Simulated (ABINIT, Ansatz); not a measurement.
# A GW chain in ABINIT: CdS (Hawleyite), part 2 of 3

How does a plane-wave GW calculation on CdS (Hawleyite) run from the first input to the gap?

ABINIT 10.8.3; PBE and many-body steps on it, plane waves. Known limits of the many-body steps: not at the basis limit; no spin-orbit coupling; coarse k mesh.

So far. Step 2 (Ground state): The gap is direct, at Γ.

### 3. Bands along the symmetry lines

Level of this step: DFT, PBE, plane waves, norm-conserving pseudopotentials (ABINIT).

Levels along a band path, at the cheap level, show where the edges lie and whether the meshes to come will hold them.

run.abi

```
acell 3*1.0 Angstrom
rprim 
  -0.000000000000 2.958200000000 2.958200000000
  2.958200000000 -0.000000000000 2.958200000000
  2.958200000000 2.958200000000 -0.000000000000
ntypat 2
znucl 48 16
natom 2
typat 1 2
xred 
  0.000000000000 0.000000000000 0.000000000000
  0.250000000000 0.250000000000 0.250000000000
pp_dirpath "pseudos"
pseudos "Cd.upf, S.upf"
ecut 47
iscf -2
irdden 1
kptopt 0
nkpt 50
kpt 
  0.00000000 0.00000000 0.00000000
  -0.06250000 -0.06250000 0.00000000
  -0.12500000 -0.12500000 0.00000000
  -0.18750000 -0.18750000 0.00000000
  -0.25000000 -0.25000000 0.00000000
  -0.31250000 -0.31250000 0.00000000
  -0.37500000 -0.37500000 0.00000000
  -0.43750000 -0.43750000 0.00000000
  -0.50000000 -0.50000000 0.00000000
  -0.48437500 -0.48437500 0.03125000
  -0.46875000 -0.46875000 0.06250000
  -0.45312500 -0.45312500 0.09375000
  -0.43750000 -0.43750000 0.12500000
  -0.42187500 -0.42187500 0.15625000
  -0.40625000 -0.40625000 0.18750000
  -0.39062500 -0.39062500 0.21875000
  -0.37500000 -0.37500000 0.25000000
  -0.37500000 0.00000000 0.37500000
  -0.32812500 0.00000000 0.32812500
  -0.28125000 0.00000000 0.28125000
  -0.23437500 0.00000000 0.23437500
  -0.18750000 0.00000000 0.18750000
  -0.14062500 0.00000000 0.14062500
  -0.09375000 0.00000000 0.09375000
  -0.04687500 0.00000000 0.04687500
  0.00000000 0.00000000 0.00000000
  0.00000000 0.00000000 0.06250000
  0.00000000 0.00000000 0.12500000
  0.00000000 0.00000000 0.18750000
  0.00000000 0.00000000 0.25000000
  0.00000000 0.00000000 0.31250000
  0.00000000 0.00000000 0.37500000
  0.00000000 0.00000000 0.43750000
  -0.00000000 -0.00000000 0.50000000
  -0.06250000 -0.03125000 0.46875000
  -0.12500000 -0.06250000 0.43750000
  -0.18750000 -0.09375000 0.40625000
  -0.25000000 -0.12500000 0.37500000
  -0.31250000 -0.15625000 0.34375000
  -0.37500000 -0.18750000 0.31250000
  -0.43750000 -0.21875000 0.28125000
  -0.50000000 -0.25000000 0.25000000
  -0.50000000 -0.28125000 0.21875000
  -0.50000000 -0.31250000 0.18750000
  -0.50000000 -0.34375000 0.15625000
  -0.50000000 -0.37500000 0.12500000
  -0.50000000 -0.40625000 0.09375000
  -0.50000000 -0.43750000 0.06250000
  -0.50000000 -0.46875000 0.03125000
  -0.50000000 -0.50000000 0.00000000
istwfk *1
nband 20
nbdbuf 2
tolwfr 1e-08
nstep 40
prtwf 0
prtvol 0
indata_prefix "in"
outdata_prefix "out"
tmpdata_prefix "tmp"
```

Started as:

```
$ OMP_NUM_THREADS=1 mpirun -n 8 abinit run.abi > log
```

Numbers of over 12 decimals in the logs are rounded to 6 here.

What it wrote:

```text
.Version 10.8.3 of ABINIT. v10.8.2 released Aug 2026.

 Symmetries : space group F-4 3 m (#216); Bravais cF (face-center cubic)
[... echo of the input left out ...]
== DATASET  1 ==================================================================
-   mpi_nproc: 8, omp_nthreads: 1 (-1 if OMP is not activated)

--- !DatasetInfo
iteration_state: {dtset: 1, }
dimensions: {natom: 2, nkpt: 50, mband: 20, nsppol: 1, nspinor: 1, nspden: 1, mpw: 5410, }
cutoff_energies: {ecut:  47.0, pawecutdg:  -1.0, }
electrons: {nelect:   2.60000000E+01, charge:   0.00000000E+00, occopt:   1.00000000E+00, tsmear:   1.00000000E-02, }

 Real(R)+Recip(G) space primitive vectors, cartesian coordinates (Bohr,Bohr^-1):
 R(1)=  0.0000000  5.5901878  5.5901878  G(1)= -0.0894424  0.0894424  0.0894424
 R(2)=  5.5901878  0.0000000  5.5901878  G(2)=  0.0894424 -0.0894424  0.0894424
 R(3)=  5.5901878  5.5901878  0.0000000  G(3)=  0.0894424  0.0894424 -0.0894424
 Unit cell volume ucvol=  3.4938897E+02 bohr^3
 Angles (23,13,12)=  6.00000000E+01  6.00000000E+01  6.00000000E+01 degrees

 getcut: wavevector=  0.0000  0.0000  0.0000  ngfft=  50  50  50
         ecut(hartree)=     47.000   => boxcut(ratio)=   2.05016

--- Pseudopotential description ------------------------------------------------
- Cd Generated using ONCVPSP code by D. R. Hamann
- 48.00000  20.00000  171031                  znucl, zion, pspdat
12 -101130 2 -1 1368                          pspcod,pspxc,lmax,lloc,mmax
     nproj     2     2     2
  pspatm : epsatm=   23.16453630
         --- l  ekb(1:nproj) -->
             0   51.917189    3.534234
             1    8.636196    1.282240
             2    0.687672   -0.678465
 pspatm: atomic psp has been read  and splines computed

- S Generated using ONCVPSP code by D. R. Hamann
- 16.00000   6.00000  171031                  znucl, zion, pspdat
12 -101130 2 -1 1146                          pspcod,pspxc,lmax,lloc,mmax
     nproj     2     2     2
  pspatm : epsatm=    9.01821529
         --- l  ekb(1:nproj) -->
[...]
pspatm: atomic psp has been read  and splines computed

--------------------------------------------------------------------------------

================================================================================
 prteigrs : about to open file out_EIG
 Non-SCF case, kpt    1 (  0.00000  0.00000  0.00000), residuals and eigenvalues=
  4.24E-09  9.66E-10  2.53E-09  7.60E-09  8.74E-09  8.85E-10  1.77E-09  1.96E-09
  3.97E-09  9.30E-09  1.35E-09  2.69E-09  9.89E-09  4.57E-09  6.23E-10  2.32E-09
  4.84E-09  5.70E-09  3.61E-08  1.81E-07
 -3.5794E+00 -2.1485E+00 -2.1485E+00 -2.1485E+00 -3.0235E-01 -1.3576E-01
 -1.3576E-01 -1.3576E-01 -1.2022E-01 -1.2022E-01  1.4280E-01  1.4280E-01
  1.4280E-01  1.8144E-01  3.8300E-01  3.8300E-01  3.8300E-01  5.5485E-01
  5.5880E-01  5.5880E-01
 Non-SCF case, kpt    2 ( -0.06250 -0.06250  0.00000), residuals and eigenvalues=
[...]
5.5964E-01  5.6698E-01
 Non-SCF case, kpt    3 ( -0.12500 -0.12500  0.00000), residuals and eigenvalues=
[...]
3.42E-09  4.52E-09  1.50E-06  1.62E-05
[...]
5.6210E-01  5.9815E-01
[...]
Non-SCF case, kpt   49 ( -0.50000 -0.46875  0.03125), residuals and eigenvalues=
[...]
5.9079E-01  6.2638E-01
 Non-SCF case, kpt   50 ( -0.50000 -0.50000  0.00000), residuals and eigenvalues=
[...]
-1.2443E-01 -1.2443E-01 -1.1742E-01 -1.0534E-01  4.5002E-03  7.9161E-02
  7.9161E-02  2.7609E-01  3.0057E-01  4.7449E-01  5.2933E-01  5.2933E-01
  5.8729E-01  6.2660E-01

--- !ResultsGS
iteration_state: {dtset: 1, }
comment   : Summary of ground state results
lattice_vectors:
- [ -0.0000000,   5.5901878,   5.5901878, ]
- [  5.5901878,  -0.0000000,   5.5901878, ]
- [  5.5901878,   5.5901878,  -0.0000000, ]
lattice_lengths: [   7.90572,    7.90572,    7.90572, ]
lattice_angles: [ 60.000,  60.000,  60.000, ] # degrees, (23, 13, 12)
lattice_volume:   3.4938897E+02
convergence: {deltae:  0.000E+00, res2:  0.000E+00, residm:  9.984E-09, diffor:  0.000E+00, }
etotal    :  -1.86418336E+02
entropy   :   0.00000000E+00
fermie    :   1.42795302E-01
cartesian_stress_tensor: null
pressure_GPa: null
xred      :
- [  0.0000E+00,   0.0000E+00,   0.0000E+00, Cd]
- [  2.5000E-01,   2.5000E-01,   2.5000E-01,  S]
cartesian_forces: null
force_length_stats: {min: null, max: null, mean: null, }

 Integrated electronic density in atomic spheres:
 ------------------------------------------------
 Atom  Sphere_radius  Integrated_density
[...]
================================================================================

 ----iterations are completed or convergence reached----

 Mean square residual over all n,k,spin=   51.405E-10; max=  99.837E-10
 reduced coordinates (array xred) for    2 atoms
       0.000000000000      0.000000000000      0.000000000000
       0.250000000000      0.250000000000      0.250000000000

 cartesian coordinates (angstrom) at end:
[...]
length scales=  1.889726125908  1.889726125908  1.889726125908 bohr
              =  1.000000000000  1.000000000000  1.000000000000 angstroms
 prteigrs : about to open file out_EIG
 Eigenvalues (hartree) for nkpt=  50  k points:
 kpt#   1, nband= 20, wtk=  1.00000, kpt=  0.0000  0.0000  0.0000 (reduced coord)
[...]
kpt#   2, nband= 20, wtk=  1.00000, kpt= -0.0625 -0.0625  0.0000 (reduced coord)
[...]
kpt#   3, nband= 20, wtk=  1.00000, kpt= -0.1250 -0.1250  0.0000 (reduced coord)
[...]
kpt#  49, nband= 20, wtk=  1.00000, kpt= -0.5000 -0.4687  0.0313 (reduced coord)
[...]
0.52270    0.52974    0.59079    0.62638
 kpt#  50, nband= 20, wtk=  1.00000, kpt= -0.5000 -0.5000  0.0000 (reduced coord)
  -3.57941   -2.14852   -2.14851   -2.14851   -0.28367   -0.12842   -0.12443   -0.12443
  -0.11742   -0.10534    0.00450    0.07916    0.07916    0.27609    0.30057    0.47449
   0.52933    0.52933    0.58729    0.62660

== END DATASET(S) ==============================================================
================================================================================

 -outvars: echo values of variables after computation  --------
            nband          20
             nkpt          50
          spgroup         216
 [... the other variables as echoed above ...]

 Calculation completed.
```

It took 16 s on 8 MPI ranks of Intel Xeon Platinum 8488C (Sapphire Rapids), shared host; peak memory 0.68 GiB.

Numbers from this step:

```yaml
gap: 1.051 eV
k_of_the_valence_top: 0, 0, 0
k_of_the_conduction_bottom: 0, 0, 0
least_direct_gap: 1.051 eV
```

The gap is 1.051 eV, as in the run before at this level.

Electronic bands along the path, in eV, zero at the top of the highest filled band:

```
    point  band 10  band 11  band 12  band 13  band 14  band 15  band 16  band 17
        Γ    -7.16     0.00     0.00     0.00     1.05     6.54     6.54     6.54
  halfway    -7.12    -2.25    -0.94    -0.94     3.49     4.84     8.04     8.04
        X    -6.75    -3.76    -1.73    -1.73     3.63     4.29     9.03    10.52
  halfway    -6.71    -3.75    -1.98    -1.65     3.90     4.58     8.80     9.86
        U    -6.64    -3.73    -2.34    -1.41     4.23     5.35     8.38     8.92
jump to K    -6.64    -3.73    -2.34    -1.41     4.23     5.35     8.38     8.92
  halfway    -7.10    -2.65    -1.26    -0.39     3.47     6.06     6.76     7.24
        Γ    -7.16     0.00     0.00     0.00     1.05     6.54     6.54     6.54
  halfway    -7.15    -2.39    -0.36    -0.36     2.69     6.23     7.02     7.02
        L    -6.81    -4.14    -0.69    -0.69     2.95     6.99     6.99     7.33
  halfway    -6.71    -3.88    -1.80    -1.12     4.25     5.83     7.13     8.26
        W    -6.59    -3.70    -2.08    -2.04     5.24     5.44     7.14     8.04
  halfway    -6.67    -3.73    -1.91    -1.89     4.30     4.72     8.57     8.81
        X    -6.75    -3.76    -1.73    -1.73     3.63     4.29     9.03    10.52
```

### 4. Empty states on the mesh, 4×4×4 mesh, 379 bands

The sums over transitions need many empty states on a uniform mesh; this step solves for them.

run.abi

```
acell 3*1.0 Angstrom
rprim 
  -0.000000000000 2.958200000000 2.958200000000
  2.958200000000 -0.000000000000 2.958200000000
  2.958200000000 2.958200000000 -0.000000000000
ntypat 2
znucl 48 16
natom 2
typat 1 2
xred 
  0.000000000000 0.000000000000 0.000000000000
  0.250000000000 0.250000000000 0.250000000000
pp_dirpath "pseudos"
pseudos "Cd.upf, S.upf"
ecut 47
ngkpt 4 4 4
nshiftk 1
shiftk 0 0 0
kptopt 1
chksymbreak 0
iscf -2
irdden 1
istwfk *1
nband 379
nbdbuf 34
tolwfr 1e-09
nstep 60
prtvol 0
indata_prefix "in"
outdata_prefix "out"
tmpdata_prefix "tmp"
```

What it wrote:

```text
.Version 10.8.3 of ABINIT. v10.8.2 released Aug 2026.

 Symmetries : space group F-4 3 m (#216); Bravais cF (face-center cubic)
[... echo of the input left out ...]
== DATASET  1 ==================================================================
-   mpi_nproc: 8, omp_nthreads: 1 (-1 if OMP is not activated)

--- !DatasetInfo
iteration_state: {dtset: 1, }
dimensions: {natom: 2, nkpt: 8, mband: 379, nsppol: 1, nspinor: 1, nspden: 1, mpw: 5410, }
cutoff_energies: {ecut:  47.0, pawecutdg:  -1.0, }
electrons: {nelect:   2.60000000E+01, charge:   0.00000000E+00, occopt:   1.00000000E+00, tsmear:   1.00000000E-02, }

 Real(R)+Recip(G) space primitive vectors, cartesian coordinates (Bohr,Bohr^-1):
 R(1)=  0.0000000  5.5901878  5.5901878  G(1)= -0.0894424  0.0894424  0.0894424
 R(2)=  5.5901878  0.0000000  5.5901878  G(2)=  0.0894424 -0.0894424  0.0894424
 R(3)=  5.5901878  5.5901878  0.0000000  G(3)=  0.0894424  0.0894424 -0.0894424
 Unit cell volume ucvol=  3.4938897E+02 bohr^3
 Angles (23,13,12)=  6.00000000E+01  6.00000000E+01  6.00000000E+01 degrees

 getcut: wavevector=  0.0000  0.0000  0.0000  ngfft=  50  50  50
         ecut(hartree)=     47.000   => boxcut(ratio)=   2.05016

--- Pseudopotential description ------------------------------------------------
- Cd Generated using ONCVPSP code by D. R. Hamann
- 48.00000  20.00000  171031                  znucl, zion, pspdat
12 -101130 2 -1 1368                          pspcod,pspxc,lmax,lloc,mmax
     nproj     2     2     2
  pspatm : epsatm=   23.16453630
         --- l  ekb(1:nproj) -->
             0   51.917189    3.534234
             1    8.636196    1.282240
             2    0.687672   -0.678465
 pspatm: atomic psp has been read  and splines computed

- S Generated using ONCVPSP code by D. R. Hamann
- 16.00000   6.00000  171031                  znucl, zion, pspdat
12 -101130 2 -1 1146                          pspcod,pspxc,lmax,lloc,mmax
     nproj     2     2     2
  pspatm : epsatm=    9.01821529
         --- l  ekb(1:nproj) -->
[...]
pspatm: atomic psp has been read  and splines computed

--------------------------------------------------------------------------------

================================================================================
 prteigrs : about to open file out_EIG
 Non-SCF case, kpt    1 (  0.00000  0.00000  0.00000), residuals and eigenvalues=
  1.12E-10  6.51E-10  7.00E-10  6.84E-10  1.41E-10  7.17E-11  8.38E-11  7.44E-11
  1.11E-10  1.25E-10  2.21E-11  1.61E-10  4.61E-10  3.05E-10  6.20E-11  2.01E-10
  3.22E-10  1.20E-10  9.38E-11  1.10E-10  8.57E-11  1.77E-10  6.71E-10  6.40E-11
[...]
-3.5794E+00 -2.1485E+00 -2.1485E+00 -2.1485E+00 -3.0235E-01 -1.3576E-01
 -1.3576E-01 -1.3576E-01 -1.2022E-01 -1.2022E-01  1.4280E-01  1.4280E-01
  1.4280E-01  1.8144E-01  3.8300E-01  3.8300E-01  3.8300E-01  5.5485E-01
[...]
7.6964E+00  7.6986E+00  7.6986E+00  7.6990E+00  7.7671E+00  7.7677E+00
  7.7711E+00  7.7845E+00  7.7905E+00  7.7934E+00  7.8196E+00  7.8277E+00
  7.8339E+00
 prteigrs : prtvol=0 or 1, do not print more k-points.

--- !ResultsGS
iteration_state: {dtset: 1, }
comment   : Summary of ground state results
lattice_vectors:
- [ -0.0000000,   5.5901878,   5.5901878, ]
- [  5.5901878,  -0.0000000,   5.5901878, ]
- [  5.5901878,   5.5901878,  -0.0000000, ]
lattice_lengths: [   7.90572,    7.90572,    7.90572, ]
lattice_angles: [ 60.000,  60.000,  60.000, ] # degrees, (23, 13, 12)
lattice_volume:   3.4938897E+02
convergence: {deltae:  0.000E+00, res2:  0.000E+00, residm:  9.958E-10, diffor:  0.000E+00, }
etotal    :  -1.86418336E+02
entropy   :   0.00000000E+00
fermie    :   1.42795302E-01
cartesian_stress_tensor: null
pressure_GPa: null
xred      :
- [  0.0000E+00,   0.0000E+00,   0.0000E+00, Cd]
- [  2.5000E-01,   2.5000E-01,   2.5000E-01,  S]
cartesian_forces: null
force_length_stats: {min: null, max: null, mean: null, }

 Integrated electronic density in atomic spheres:
 ------------------------------------------------
 Atom  Sphere_radius  Integrated_density
[...]
================================================================================

 ----iterations are completed or convergence reached----

 Mean square residual over all n,k,spin=   31.396E-11; max=  99.578E-11
 reduced coordinates (array xred) for    2 atoms
[...]
0.250000000000      0.250000000000      0.250000000000

 cartesian coordinates (angstrom) at end:
    1      0.000000     0.000000     0.000000
    2      1.479100     1.479100     1.479100
 length scales=  1.889726125908  1.889726125908  1.889726125908 bohr
              =  1.000000000000  1.000000000000  1.000000000000 angstroms
 prteigrs : about to open file out_EIG
 Eigenvalues (hartree) for nkpt=   8  k points:
 kpt#   1, nband=379, wtk=  0.01563, kpt=  0.0000  0.0000  0.0000 (reduced coord)
[...]
7.55904    7.55904    7.55904    7.58087    7.67856    7.67867    7.69642    7.69859
   7.69865    7.69900    7.76709    7.76775    7.77114    7.78450    7.79054    7.79339
   7.81960    7.82771    7.83385
 prteigrs : prtvol=0 or 1, do not print more k-points.

== END DATASET(S) ==============================================================
================================================================================

 -outvars: echo values of variables after computation  --------
            nband         379
             nkpt           8
          spgroup         216
 [... the other variables as echoed above ...]

 Calculation completed.
```

Wall time 3.3 min (8 MPI ranks); peak memory 1.1 GiB; 26 min of CPU time.

Numbers from this step:

```
gap                                                           : 1.051 eV
k of the valence top                                          : 0, 0, 0
k of the conduction bottom                                    : 0, 0, 0
least direct gap                                              : 1.051 eV
k points computed                                             : 8
lowest point of the top converged band, above the valence top : 190.5673 eV
```

On this mesh the gap is 1.051 eV.

### 5. Screening, 4×4×4 mesh, 345 bands, screening to 272.1 eV

The RPA dielectric matrix is built and inverted for each q.

This step: RPA screening on PBE, plane waves, norm-conserving pseudopotentials.

Edit run.abi of step 4 so:

```diff
@@ -20,10 +20,11 @@
 chksymbreak 0
-iscf -2
-irdden 1
 istwfk *1
-nband 379
-nbdbuf 34
-tolwfr 1e-09
-nstep 60
-prtvol 0
+occopt 1
+irdwfk 1
+optdriver 3
+nband 345
+ecuteps 10
+inclvkb 2
+awtr 1
+symchi 1
 indata_prefix "in"
```

What it wrote:

```text
.Version 10.8.3 of ABINIT. v10.8.2 released Aug 2026.

 Symmetries : space group F-4 3 m (#216); Bravais cF (face-center cubic)
[... echo of the input left out ...]
== DATASET  1 ==================================================================
-   mpi_nproc: 8, omp_nthreads: 1 (-1 if OMP is not activated)

--- !DatasetInfo
iteration_state: {dtset: 1, }
dimensions: {natom: 2, nkpt: 8, mband: 345, nsppol: 1, nspinor: 1, nspden: 1, mpw: 5410, }
cutoff_energies: {ecut:  47.0, pawecutdg:  -1.0, }
electrons: {nelect:   2.60000000E+01, charge:   0.00000000E+00, occopt:   1.00000000E+00, tsmear:   1.00000000E-02, }

 SCREENING: Calculation of the susceptibility and dielectric matrices

 Based on a program developped by R.W. Godby, V. Olevano, G. Onida, and L. Reining.
 Incorporated in ABINIT by V. Olevano, G.-M. Rignanese, and M. Torrent.
.Using double precision arithmetic ; gwpc =  8

[... cell and pseudopotentials left out ...]
--------------------------------------------------------------------------------

 ==== K-mesh for the wavefunctions ====
 Number of points in the irreducible wedge :     8
[... list of points left out ...]
 Together with 24 symmetry operations and time-reversal symmetry
 yields    64 points in the full Brillouin Zone.

 ==== Q-mesh for the screening function ====
 Number of points in the irreducible wedge :     8
[... list of points left out ...]
 Together with 24 symmetry operations and time-reversal symmetry
 yields    64 points in the full Brillouin Zone.

 setmesh: FFT mesh size selected  =    36x   36x   36
          total number of points  =        46656

 vcoul_init : cutoff-mode = AUXILIARY_FUNCTION
 q-points for optical limit:   1
     1)      0.000010    0.000020    0.000030

- screening: taking advantage of time-reversal symmetry
- Maximum band index for partially occupied states nbvw = 13
- Remaining bands to be divided among processors   nbcw = 332
- Number of bands treated by each node ~41

 Number of electrons calculated from density =   26.0000; Expected =   26.0000
 average of density, n =  0.074416
 r_s =    1.4749
 omega_plasma =   26.3140 [eV]

 calculating chi0 at frequencies [eV] :
  1    0.000000E+00    0.000000E+00
  2    0.000000E+00    2.631405E+01

--------------------------------------------------------------------------------
  q-point number  1        q = ( 0.000000, 0.000000, 0.000000) [r.l.u.]
--------------------------------------------------------------------------------
[... chi0 elements left out ...]
 For q-point:  0.000010 0.000020 0.000030
  dielectric constant =  12.1184
  dielectric constant without local fields =  12.8625

  Average fulfillment of the sum rule on Im[epsilon] for q-point    1 :     88.43  [%]
[... wings left out ...]
  q-point number  2        q = ( 0.250000, 0.000000, 0.000000) [r.l.u.]
--------------------------------------------------------------------------------
[... chi0 elements left out ...]
  Average fulfillment of the sum rule on Im[epsilon] for q-point    2 :     92.76  [%]

 [... 6 further q-points ...]
```

The job ended after 2.3 min (8 MPI ranks; peak memory 3.8 GiB; 18 min of CPU time).

This step gave:

```yaml
eps_infinity_with_local_fields_on_this_mesh_along_the_program_s_q_direction: 12.12
the_same_without_local_fields: 12.86
plasma_frequency: 26.31 eV
plane_waves_in_the_screening_matrix: 531
```

Local fields lower ε∞ by 6 %. On a Γ-centred mesh this coarse the value itself is usually too large, while a short band sum pulls it down.

(Continued in part 3 of 3.)

[Paths, hosts, dates, memory and timing lines, banners, echoed tables and standing remarks are left out of the program output.]

[Logs are printed without paths, hosts, clocks, repeated set-up lines and the standing remarks that a program may print on its own settings, such as how far it seeks lower states.]

[Runs of the session that timed out or met a known fault of the program may be left out.]

[No measured gap is set beside runs whose start may be inverted or whose files or cutoffs have a known fault.]

[Hosts, paths, dates, database ids (printed as entryN), source tags and the programs' standing remarks are cut or masked in the printed files.]

[G0W0 gaps are taken among the corrected bands and points alone; a level outside them can change the order at an edge.]

[Where Ansatz stands beside ABINIT at settings called matched, ABINIT's density can come from a denser mesh and the files from another edition; pairs whose starting gaps differed by over 0.03 eV were left out, so agreement reads better than it is.]
